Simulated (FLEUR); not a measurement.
# Collinear magnetic orders of free-standing triangular Ni monolayer, spacing 2.629 A with FLEUR, part 2 of 2

A self-consistent run ends on one state, which hangs on the start. Several orders of free-standing triangular Ni monolayer, spacing 2.629 A are started in FLEUR and their energies compared.

FLEUR MaX-R8.1; LDA (VWN); all-electron FLAPW film, Dirac cores, scalar-relativistic bands.

So far, largest spin moment in the muffin-tin sphere (μB): step 2 (run 1 (ferro +)) 0.900; step 3 (start 2: antiferro q=(0,1/2,0) +-) 0.680.

### Step 4. Start 3: no spin polarisation

A spinless run gives the zero against which the gain from the moments is read.

The k list default-1 (kpts.xml, not shown) is a Γ-centred 12×12×1 mesh.

The input, inp.xml:

```
<?xml version="1.0" encoding="UTF-8" standalone="no"?>
<fleurInput fleurInputVersion="0.39">
   <comment>
      Ni
   </comment>
   <calculationSetup>
      <cutoffs Kmax="3.6" Gmax="10.8" GmaxXC="10.8" numbands="0"/>
      <scfLoop itmax="120" minDistance="0.00002" maxIterBroyd="15" imix="Anderson" alpha="0.03" precondParam="0.0" spinf="2.0" sdNocoIR="T"/>
      <coreElectrons ctail="T" frcor="F" kcrel="0" coretail_lmax="0"/>
      <xcFunctional name="vwn" relativisticCorrections="F"/>
      <magnetism jspins="1"/>
      <soc l_soc="F" theta="0.0" phi="0.0" spav="F"/>
      <expertModes spex="0" secvar="F"/>
      <geometryOptimization l_f="F" forcealpha="1.0" forcemix="BFGS" epsdisp="0.00001" epsforce="0.00001"/>
      <ldaU l_linMix="F" mixParam="0.05" spinf="1.0"/>
   </calculationSetup>
   <cell>
      <bzIntegration valenceElectrons="18.0" mode="hist" fermiSmearingEnergy="0.00183747">
         <kPointListSelection listName="default-1"/>
         <xi:include xmlns:xi="http://www.w3.org/2001/XInclude" href="kpts.xml"> </xi:include>
      </bzIntegration>
      <xi:include xmlns:xi="http://www.w3.org/2001/XInclude" href="sym.xml"> </xi:include>
      <filmLattice scale="1.0" dVac="5.52" dTilda="8.02">
         <bravaisMatrixFilm>
            <row-1>    4.9680902144632473    -0.0000000540461672</row-1>
            <row-2>   -2.4840450604231075     4.3024923610255268</row-2>
         </bravaisMatrixFilm>
         <vacuumEnergyParameters vacuum="1" spinUp="-.25" spinDown="-.25"/>
      </filmLattice>
   </cell>
   <atomSpecies>
      <species name="Nickel (Ni)" element="Ni" atomicNumber="28">
         <mtSphere radius="2.36" gridPoints="781" logIncrement="0.016"/>
         <atomicCutoffs lmax="8" lnonsphr="6"/>
         <electronConfig flipSpins="F">
            <coreConfig>(1s1/2) (2s1/2) (2p1/2) (2p3/2)</coreConfig>
            <valenceConfig>(3s1/2) (3p1/2) (3p3/2) (4s1/2) (3d3/2) (3d5/2)</valenceConfig>
            <stateOccupation state="(3d3/2)" spinUp="1.600000" spinDown="1.600000"/>
            <stateOccupation state="(3d5/2)" spinUp="2.400000" spinDown="2.400000"/>
         </electronConfig>
         <energyParameters s="4" p="4" d="3" f="4"/>
         <lo type="SCLO" l="0" n="3" eDeriv="0"/>
         <lo type="SCLO" l="1" n="3" eDeriv="0"/>
      </species>
   </atomSpecies>
   <atomGroups>
      <atomGroup species="Nickel (Ni)">
         <filmPos label="                   1">.0000000000 .0000000000 .0000000000</filmPos>
         <force calculate="T" relaxXYZ="TTT"/>
      </atomGroup>
   </atomGroups>
   <output dos="F" band="F" slice="F">
      <bandDOS minEnergy="-.5*Htr" maxEnergy="0.5*Htr" sigma="0.015" storeEVData="T"/>
      <plotting iplot="0" polar="F">
         <plot TwoD="T" vec1="  1.0  0.0  0.0" vec2="  0.0  1.0  0.0" vec3="  0.0  0.0  1.0" zero="  0.0  0.0 -0.5" file="plot"/>
      </plotting>
      <moessbauerParams electricFieldGradient="F" isomerShift="F" coreHyperfine="F" valenceHyperfine="F"/>
   </output>
</fleurInput>
```

The input, crystal.txt:

```
Ni
&input film=T cartesian=F /
2.62900012324  -0.00000002860  0.00000000000
-1.31450003685  2.27678090757  0.00000000000
0.00000000000  0.00000000000  1.00000000000
1.8897261246
1.0 1.0 1.0

1
28 0.00000000000  0.00000000000  0.00000000000

&kpt div1=12 div2=12 div3=1 gamma=T /
```

Command:

```bash
$ OMP_NUM_THREADS=1 inpgen -f crystal.txt > inpgen.log  # inp.xml is then edited as shown
$ OMP_NUM_THREADS=1 mpirun -n 2 fleur_MPI > fleur.log
```

Output:

```text
[banner, memory and clock lines left out]
Welcome to FLEUR        (www.flapw.de)
      MaX-Release 8.1          (www.max-centre.eu)

 ========== k-point set info ==========
 Selected k-point list: default-1
 k-point list type: mesh
 0 x 0 x 0
 Number of k points: 20

 [... set-up left out ...]
 Iteration:     1   Distance:      29.19207679 me/bohr^3
 Iteration:     2   Distance:      23.74574954 me/bohr^3
 Iteration:     3   Distance:      12.01799552 me/bohr^3
 Iteration:     4   Distance:       9.21040796 me/bohr^3
 Iteration:     5   Distance:       3.96182943 me/bohr^3
[...]
<FermiEnergy value="-0.2167105102" units="Htr"/>
         [... left out ...]
         <totalEnergy value="    -1518.3249121894" units="Htr">
            <sumOfEigenvalues value="     -884.5589121599">
               <coreElectrons value="-859.1181586031"/>
               <valenceElectrons value="-25.4407535568"/>
            </sumOfEigenvalues>
         [... left out ...]
            <freeEnergy value="-1518.3272149869"/>
            <extrapolationTo0K value="-1518.3260635881"/>
         </totalEnergy>
         <densityConvergence units="me/bohr^3">
            <chargeDensity spin="1" distance="0.0000044110"/>
         </densityConvergence>
      </iteration>
```

Elapsed: 5.7 s, on 2 MPI ranks of Arm Neoverse V1, shared host; peak memory 0.09 GiB.

Numbers from this step:

* free energy: -41315.7883 eV
* program's band gap on this mesh (in a metal only a level spacing): 0.003490 eV
* final state: non-magnetic (no spin polarisation)

It lies 125 meV a seeded atom over the first start.

### Step 5. Energies of the orders

Free energies are divided by the number of seeded atoms, so that cells of unlike size compare. Wavevectors q in the names are fractions of the primitive cell's reciprocal vectors.

Orders:

```
                   start        final state  typed order kept  energy over the lowest (meV a seeded atom)  largest sphere moment (μB)  net moment (μB a primitive cell)  mesh matched  CPU time (s)
                 ferro +      ferromagnetic               yes                                           0                      0.8998                            0.8472           yes         22.17
antiferro q=(0,1/2,0) +-  antiferromagnetic               yes                                       91.89                      0.6798                                 0           yes         126.6
    no spin polarisation       non-magnetic                 -                                       124.7                           0                                 0           yes         11.27
```

### Step 6. Spin–orbit coupling, moments along z

Spin–orbit coupling ties the spins to the lattice and lets orbital moments form.

A new self-consistent run of the start ferro +, with the moments along z.

The input, inp.xml:

```
<?xml version="1.0" encoding="UTF-8" standalone="no"?>
<fleurInput fleurInputVersion="0.39">
   <comment>
      Ni
   </comment>
   <calculationSetup>
      <cutoffs Kmax="3.6" Gmax="10.8" GmaxXC="10.8" numbands="38"/>
      <scfLoop itmax="120" minDistance="0.00002" maxIterBroyd="15" imix="Anderson" alpha="0.03" precondParam="0.0" spinf="2.0" sdNocoIR="T"/>
      <coreElectrons ctail="T" frcor="F" kcrel="0" coretail_lmax="0"/>
      <xcFunctional name="vwn" relativisticCorrections="F"/>
      <magnetism jspins="2"/>
      <soc l_soc="T" theta="0.0" phi="0.0" spav="F"/>
      <expertModes spex="0" secvar="F"/>
      <geometryOptimization l_f="F" forcealpha="1.0" forcemix="BFGS" epsdisp="0.00001" epsforce="0.00001"/>
      <ldaU l_linMix="F" mixParam="0.05" spinf="1.0"/>
   </calculationSetup>
   <cell>
      <bzIntegration valenceElectrons="18.0" mode="hist" fermiSmearingEnergy="0.00183747">
         <kPointListSelection listName="default-1"/>
         <xi:include xmlns:xi="http://www.w3.org/2001/XInclude" href="kpts.xml"> </xi:include>
      </bzIntegration>
      <xi:include xmlns:xi="http://www.w3.org/2001/XInclude" href="sym.xml"> </xi:include>
      <filmLattice scale="1.0" dVac="5.52" dTilda="8.02">
         <bravaisMatrixFilm>
            <row-1>    4.9680902144632473    -0.0000000540461672</row-1>
            <row-2>   -2.4840450604231075     4.3024923610255268</row-2>
         </bravaisMatrixFilm>
         <vacuumEnergyParameters vacuum="1" spinUp="-.25" spinDown="-.25"/>
      </filmLattice>
   </cell>
   <atomSpecies>
      <species name="Nickel (Ni1.000" element="Ni" atomicNumber="28">
         <mtSphere radius="2.36" gridPoints="781" logIncrement="0.016"/>
         <atomicCutoffs lmax="8" lnonsphr="6"/>
         <electronConfig flipSpins="F">
            <coreConfig>(1s1/2) (2s1/2) (2p1/2) (2p3/2)</coreConfig>
            <valenceConfig>(3s1/2) (3p1/2) (3p3/2) (4s1/2) (3d3/2) (3d5/2)</valenceConfig>
            <stateOccupation state="(3d3/2)" spinUp="1.6" spinDown="1.6"/>
            <stateOccupation state="(3d5/2)" spinUp="2.9" spinDown="1.9"/>
         </electronConfig>
         <energyParameters s="4" p="4" d="3" f="4"/>
         <lo type="SCLO" l="0" n="3" eDeriv="0"/>
         <lo type="SCLO" l="1" n="3" eDeriv="0"/>
      </species>
   </atomSpecies>
   <atomGroups>
      <atomGroup species="Nickel (Ni1.000">
         <filmPos label="                   1">.0000000000 .0000000000 .0000000000</filmPos>
         <force calculate="T" relaxXYZ="TTT"/>
      </atomGroup>
   </atomGroups>
   <output dos="F" band="F" slice="F">
      <bandDOS minEnergy="-.5*Htr" maxEnergy="0.5*Htr" sigma="0.015" storeEVData="T"/>
      <plotting iplot="0" polar="F">
         <plot TwoD="T" vec1="  1.0  0.0  0.0" vec2="  0.0  1.0  0.0" vec3="  0.0  0.0  1.0" zero="  0.0  0.0 -0.5" file="plot"/>
      </plotting>
      <moessbauerParams electricFieldGradient="F" isomerShift="F" coreHyperfine="F" valenceHyperfine="F"/>
   </output>
</fleurInput>
```

The input, crystal.txt:

```
Ni
&input film=T cartesian=F /
2.62900012324  -0.00000002860  0.00000000000
-1.31450003685  2.27678090757  0.00000000000
0.00000000000  0.00000000000  1.00000000000
1.8897261246
1.0 1.0 1.0

1
28 0.00000000000  0.00000000000  0.00000000000 : 1.000

&soc 0.0000000 0.0000000 /
&kpt div1=12 div2=12 div3=1 gamma=T /
```

Output:

```text
[banner, memory and clock lines left out]
Welcome to FLEUR        (www.flapw.de)
      MaX-Release 8.1          (www.max-centre.eu)

 ========== k-point set info ==========
 Selected k-point list: default-1
 k-point list type: mesh
 12 x 12 x 1
 Number of k points: 26

 [... set-up left out ...]
 Iteration:     1   Distance:      24.60396014 me/bohr^3
 Iteration:     2   Distance:      19.87903032 me/bohr^3
 Iteration:     3   Distance:       8.21190178 me/bohr^3
 Iteration:     4   Distance:       8.16518490 me/bohr^3
 Iteration:     5   Distance:       3.81488551 me/bohr^3
 Iteration:     6   Distance:       3.41016059 me/bohr^3
 Iteration:     7   Distance:       1.74781782 me/bohr^3
 Iteration:     8   Distance:       1.25051674 me/bohr^3
 Iteration:     9   Distance:       1.21773253 me/bohr^3
 Iteration:    10   Distance:       0.68417636 me/bohr^3
 Iteration:    11   Distance:       0.51029002 me/bohr^3
 Iteration:    12   Distance:       0.11689898 me/bohr^3
 Iteration:    13   Distance:       0.09040400 me/bohr^3
 Iteration:    14   Distance:       0.02448685 me/bohr^3
[... lines left out ...]
 Iteration:    20   Distance:       0.00258857 me/bohr^3
 Iteration:    21   Distance:       0.00013717 me/bohr^3
 Iteration:    22   Distance:       0.00039344 me/bohr^3
 Iteration:    23   Distance:       0.00008060 me/bohr^3
 Iteration:    24   Distance:       0.00005380 me/bohr^3
 Iteration:    25   Distance:       0.00004238 me/bohr^3
 Iteration:    26   Distance:       0.00000908 me/bohr^3

 ********************************************************************
 Run finished successfully
 Stop message:
   all done
 ********************************************************************

--- out.xml (last complete iteration) ---
<iteration numberForCurrentRun="   26" overallNumber="   26">
         [... left out ...]
         <bandgap value="0.0000000000" units="eV"/>
         <sumValenceSingleParticleEnergies value="-25.5015915404" units="Htr"/>
         <FermiEnergy value="-0.2072713692" units="Htr"/>
         [... left out ...]
         <magneticMomentsInMTSpheres units="muBohr">
            <globalMagMoment atomType="1" vec="0.00000   0.00000   0.89058"/>
         </magneticMomentsInMTSpheres>
         <orbitalMomentsInMTSpheres units="muBohr">
            <globalMagMoment atomType="1" vec="0.00000   0.00000   0.10523"/>
         </orbitalMomentsInMTSpheres>
         [... left out ...]
         <totalEnergy value="    -1518.3315277420" units="Htr">
            <sumOfEigenvalues value="     -884.6471413084">
               <coreElectrons value="-859.1455497680"/>
               <valenceElectrons value="-25.5015915404"/>
            </sumOfEigenvalues>
         [... left out ...]
            <freeEnergy value="-1518.3327189675"/>
            <extrapolationTo0K value="-1518.3321233547"/>
         </totalEnergy>
         <densityConvergence units="me/bohr^3">
            <chargeDensity spin="1" distance="0.0000006856"/>
            <chargeDensity spin="2" distance="0.0000086647"/>
            <overallChargeDensity distance="0.0000090774"/>
            <spinDensity distance="0.0000082882"/>
         </densityConvergence>
      </iteration>
```

Elapsed: 17 s, on 2 MPI ranks; peak memory 0.11 GiB.

Numbers from this step:

- free energy: -41315.9381 eV
- program's band gap on this mesh (in a metal only a level spacing): 0 eV
- magnetization: 0.8387 μB
- final state: ferromagnetic
- largest moment: 0.8906 μB
- orbital moment along the spin: 0.1052 μB

Orbital moment in the sphere, along the spin axis by atom:

```
atom  orbital moment in the sphere, along the spin axis (μB)
 Ni1                                                   0.105
```

### Step 7. Outcome

```
lowest state found                                                          : ferromagnetic (typed ferro +)
largest site spin moment                                                    : 0.900 μB
next finished state                                                         : antiferromagnetic, 91.9 meV a seeded atom higher
energy gained by spin polarisation                                          : 125 meV a seeded atom
orbital moment on the atom of largest spin, along its spin (spin–orbit run) : 0.105 μB
```

In words: The lowest state found is ferromagnetic, reached from the start ferro +, with moments up to 0.900 μB. The next finished state costs 92 meV a seeded atom. The orbital moment is parallel to the spin, as Hund's third rule has it for a shell over half filled. This is the lowest of 3 finished starts, no proof of the ground state.

[Logs and program files are shortened in this print: banners, set-up blocks, solver, clock and traceback lines can be left out without a mark of their own.]

[Logs are printed without paths, hosts, clocks, repeated set-up lines and the standing remarks that a program may print on its own settings, such as how far it seeks lower states.]

[Hosts, paths, dates, database ids (printed as entryN), source tags and the programs' standing remarks are cut or masked in the printed files.]

[Where a cell is said to come from a database of computed structures, the database is the Materials Project.]
